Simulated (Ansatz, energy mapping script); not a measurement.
# LiCoSe2 in the alpha-NaFeO2 structure: J from the energies of magnetic orders

Aim: the exchange couplings of LiCoSe2 in the alpha-NaFeO2 structure from the energies of a few collinear orders, and the ordering temperature that they give.

Calculated with Ansatz 0.2.0; LDA with U = 4.55 eV on Co d, ortho-atomic projectors; plane waves, U on orthogonalised atomic orbitals unless named otherwise, collinear spin, no spin–orbit coupling.

Most raw output is cut from this account.

### 1. Set-up

Symmetry: R-3m, No. 166, trigonal system. The conventional cell has a = 3.727 Å, b = 3.727 Å, c = 17.639 Å, α = 90.00°, β = 90.00°, γ = 120.00°. Nearest to Li lie 6 Se at 2.65 Å. Nearest to Co lie 6 Se at 2.56 Å. Se has 3 Co at 2.56 Å and 3 Li at 2.65 Å nearest. alpha-NaFeO2 prototype, lattice guessed from radii. Farther neighbours and most contacts between anions are not listed.

This cell was built for the study (alpha-NaFeO2 prototype, lattice guessed from radii), not taken from an experiment; the compound need not form in this structure.

The cell was relaxed beforehand in Ansatz under PBE with U = 4.02 eV on Co d, ortho-atomic projectors, D3(BJ) dispersion, from parallel moments.

The U corrects the self-interaction that lets semilocal functionals spread d and f electrons too far. Its value here is typed, not computed.

### 2. Which atoms carry moments

One run in the crystal's own cell, under PBEsol with U = 3.85 eV on Co d, ortho-atomic projectors, shows which elements keep a moment. Transition or f elements with 0.3 μB or more enter the spin model; moments induced on other atoms do not.

File input.yaml:

```yaml
crystal:
  lattice:
    - [1.863693924, 1.076004189, 5.879666996]
    - [-1.863693924, 1.076004189, 5.879666996]
    - [0.0, -2.152008377, 5.879666996]
  atoms:
    - { symbol: Li, position: [0.0, 0.0, 0.0] }
    - { symbol: Co, position: [0.5, 0.5, 0.5], spin: 3.0 }
    - { symbol: Se, position: [0.24517909, 0.24517909, 0.24517909] }
    - { symbol: Se, position: [0.75482091, 0.75482091, 0.75482091] }
magnetization:
  spin_polarized: true
kpoints:
  mp_grid: { grid: [8, 8, 8] }
hamiltonian:
  xc: pbesol
  hubbard:
    sites: [{ species: Co, l: d, u_eff: 3.85 }]
    projectors: ortho-atomic
scf:
  occupations: { method: fermi_dirac, width: 0.05 }
output:
  eigenvalues: true
```

Started as:

```
$ ansatz run input.yaml --threads 4 --pin off --max-ram 8192MiB --backend cpu --events-out ev --progress --plain --runs-dir out
```

The job ended after 6.6 min (4 threads of Arm Neoverse N1, shared host; peak memory 2 GiB).

Spin moment in the sphere by atom:

| atom | spin moment in the sphere (μB) |
| --- | --- |
| Li1 | 0.02 |
| Co2 | 2.26 |
| Se3 | -0.11 |
| Se4 | -0.11 |

The run ends ferromagnetic; Co carries the moments.

### 3. Seed run in the crystal's own cell

A corrected shell can settle in several orbital fillings. One parallel run, with an occupation width a fifth wider than the orders use, therefore is to supply the occupation matrices.

input.yaml, the sections that differ from step 2:

```yaml
kpoints:
  mp_grid: { grid: [11, 11, 11] }
hamiltonian:
  xc: lda
  hubbard:
    sites: [{ species: Co, l: d, u_eff: 4.55 }]
    projectors: ortho-atomic
scf:
  occupations: { method: fermi_dirac, width: 0.048 }
# crystal, magnetization, output: as in step 2
```

Wall time 6.8 min (4 threads); peak memory 4.3 GiB.

The run was stopped unfinished when the time set aside for it ran out, so what it printed is not taken as a result.

No matrices came of it, so the orders below start without them.

### 4. Run 1 (parallel; cell A, 8 atoms)

Each cell gets its own parallel run on the same mesh, so that most of the mesh error cancels in the differences.

File input.yaml:

```yaml
crystal:
  lattice:
    - [3.727387848, 0.0, 0.0]
    - [-1.863693924, 1.076004189, 5.879666996]
    - [0.0, -6.456025132, 0.0]
  atoms:
    - { symbol: Li, position: [0.5, 0.0, 0.5] }
    - { symbol: Li, position: [0.0, 0.0, 0.0] }
    - { symbol: Co, position: [0.25, 0.5, 0.75], spin: 3.0 }
    - { symbol: Co, position: [0.75, 0.5, 0.25], spin: 3.0 }
    - { symbol: Se, position: [0.867768635, 0.73553727, 0.622589545] }
    - { symbol: Se, position: [0.367768635, 0.73553727, 0.122589545] }
    - { symbol: Se, position: [0.632231365, 0.26446273, 0.877410455] }
    - { symbol: Se, position: [0.132231365, 0.26446273, 0.377410455] }
magnetization:
  spin_polarized: true
kpoints:
  mp_grid: { grid: [10, 10, 6] }
hamiltonian:
  xc: lda
  hubbard:
    sites: [{ species: Co, l: d, u_eff: 4.55 }]
    projectors: ortho-atomic
scf:
  occupations: { method: fermi_dirac, width: 0.04 }
output:
  eigenvalues: true
  write_density: true
  write_potential: true
  elf: true
  volumetric_format: npy
```

Elapsed: 22 min, on 4 threads; peak memory 4.1 GiB.

The run was stopped unfinished when the time set aside for it ran out, so what it printed is not taken as a result.

### 5. Run 2 (parallel; cell B, 8 atoms)

A new cell needs its own zero of energy.

input.yaml, the sections that differ from step 4:

```yaml
crystal:
  lattice:
    - [1.863693924, -3.228012566, 0.0]
    - [1.863693924, 1.076004189, 5.879666996]
    - [-5.591081772, -3.228012566, 0.0]
  atoms:
    - { symbol: Li, position: [0.5, 0.0, 0.5] }
    - { symbol: Li, position: [0.0, 0.0, 0.0] }
    - { symbol: Co, position: [0.5, 0.5, 0.0], spin: 3.0 }
    - { symbol: Co, position: [0.0, 0.5, 0.5], spin: 3.0 }
    - { symbol: Se, position: [0.5, 0.73553727, 0.74517909] }
    - { symbol: Se, position: [0.0, 0.73553727, 0.24517909] }
    - { symbol: Se, position: [0.5, 0.26446273, 0.25482091] }
    - { symbol: Se, position: [0.0, 0.26446273, 0.75482091] }
kpoints:
  mp_grid: { grid: [10, 6, 6] }
output:
  eigenvalues: true
# magnetization, hamiltonian, scf: as in step 4
```

The job ended after 22 min (4 threads; peak memory 6.5 GiB).

The run was stopped unfinished when the time set aside for it ran out, so what it printed is not taken as a result.

### 6. Order 3: parallel, cell C of 8 atoms

input.yaml, the sections that differ from step 5:

```yaml
crystal:
  lattice:
    - [1.863693924, -3.228012566, 0.0]
    - [3.727387848, 0.0, 0.0]
    - [1.863693924, -1.076004188, 11.759333992]
  atoms:
    - { symbol: Li, position: [0.0, 0.0, 0.0] }
    - { symbol: Li, position: [0.5, 0.5, 0.5] }
    - { symbol: Co, position: [0.75, 0.75, 0.75], spin: 3.0 }
    - { symbol: Co, position: [0.25, 0.25, 0.25], spin: 3.0 }
    - { symbol: Se, position: [0.877410455, 0.877410455, 0.367768635] }
    - { symbol: Se, position: [0.377410455, 0.377410455, 0.867768635] }
    - { symbol: Se, position: [0.622589545, 0.622589545, 0.132231365] }
    - { symbol: Se, position: [0.122589545, 0.122589545, 0.632231365] }
kpoints:
  mp_grid: { grid: [11, 11, 11] }
# magnetization, hamiltonian, scf, output: as in step 5
```

Wall time 22 min (4 threads); peak memory 5.6 GiB.

The run was stopped unfinished when the time set aside for it ran out, so what it printed is not taken as a result.

### 7. Order 4: parallel, cell D of 12 atoms

File input.yaml:

```yaml
crystal:
  lattice:
    - [-3.727387848, 0.0, 0.0]
    - [-1.863693924, 1.076004189, 5.879666996]
    - [-1.863693924, 9.684037698, 0.0]
  atoms:
    - { symbol: Li, position: [0.0, 0.0, 0.0] }
    - { symbol: Li, position: [0.333333333, 0.0, 0.333333333] }
    - { symbol: Li, position: [0.666666667, 0.0, 0.666666667] }
    - { symbol: Co, position: [0.333333333, 0.5, 0.833333333], spin: 3.0 }
    - { symbol: Co, position: [0.666666667, 0.5, 0.166666667], spin: 3.0 }
    - { symbol: Co, position: [0.0, 0.5, 0.5], spin: 3.0 }
    - { symbol: Se, position: [0.673094547, 0.73553727, 0.918273637] }
    - { symbol: Se, position: [0.00642788, 0.73553727, 0.25160697] }
    - { symbol: Se, position: [0.339761213, 0.73553727, 0.584940303] }
    - { symbol: Se, position: [0.99357212, 0.26446273, 0.74839303] }
    - { symbol: Se, position: [0.326905453, 0.26446273, 0.081726363] }
    - { symbol: Se, position: [0.660238787, 0.26446273, 0.415059697] }
magnetization:
  spin_polarized: true
kpoints:
  mp_grid: { grid: [10, 10, 10] }
hamiltonian:
  xc: lda
  hubbard:
    sites: [{ species: Co, l: d, u_eff: 4.55 }]
    projectors: ortho-atomic
scf:
  occupations: { method: fermi_dirac, width: 0.04 }
output:
  eigenvalues: true
```

Run time: 15 min. Hardware: 4 threads; peak memory 6.6 GiB.

The run was stopped unfinished when the time set aside for it ran out, so what it printed is not taken as a result.

### 8. The fit

Each energy difference is a sum of couplings weighted by the pairs that the order reverses. A few near shells are fitted to the differences by least squares. Energies are those extrapolated to zero occupation width, not the free energies F.

No pair of orders in one cell converged with its signs kept, so no coupling can be fitted.

### 9. Summary of results

```yaml
couplings: not obtained
```

What this shows: The runs did not converge or finish, so there are no energies to compare.

[Logs and program files are shortened in this print: banners, set-up blocks, solver, clock and traceback lines can be left out without a mark of their own.]

[Logs are printed without paths, hosts, clocks, repeated set-up lines and the standing remarks that a program may print on its own settings, such as how far it seeks lower states.]

[Hosts, paths, dates, database ids (printed as entryN), source tags and the programs' standing remarks are cut or masked in the printed files.]

[Where a cell is said to come from a database of computed structures, the database is the Materials Project.]
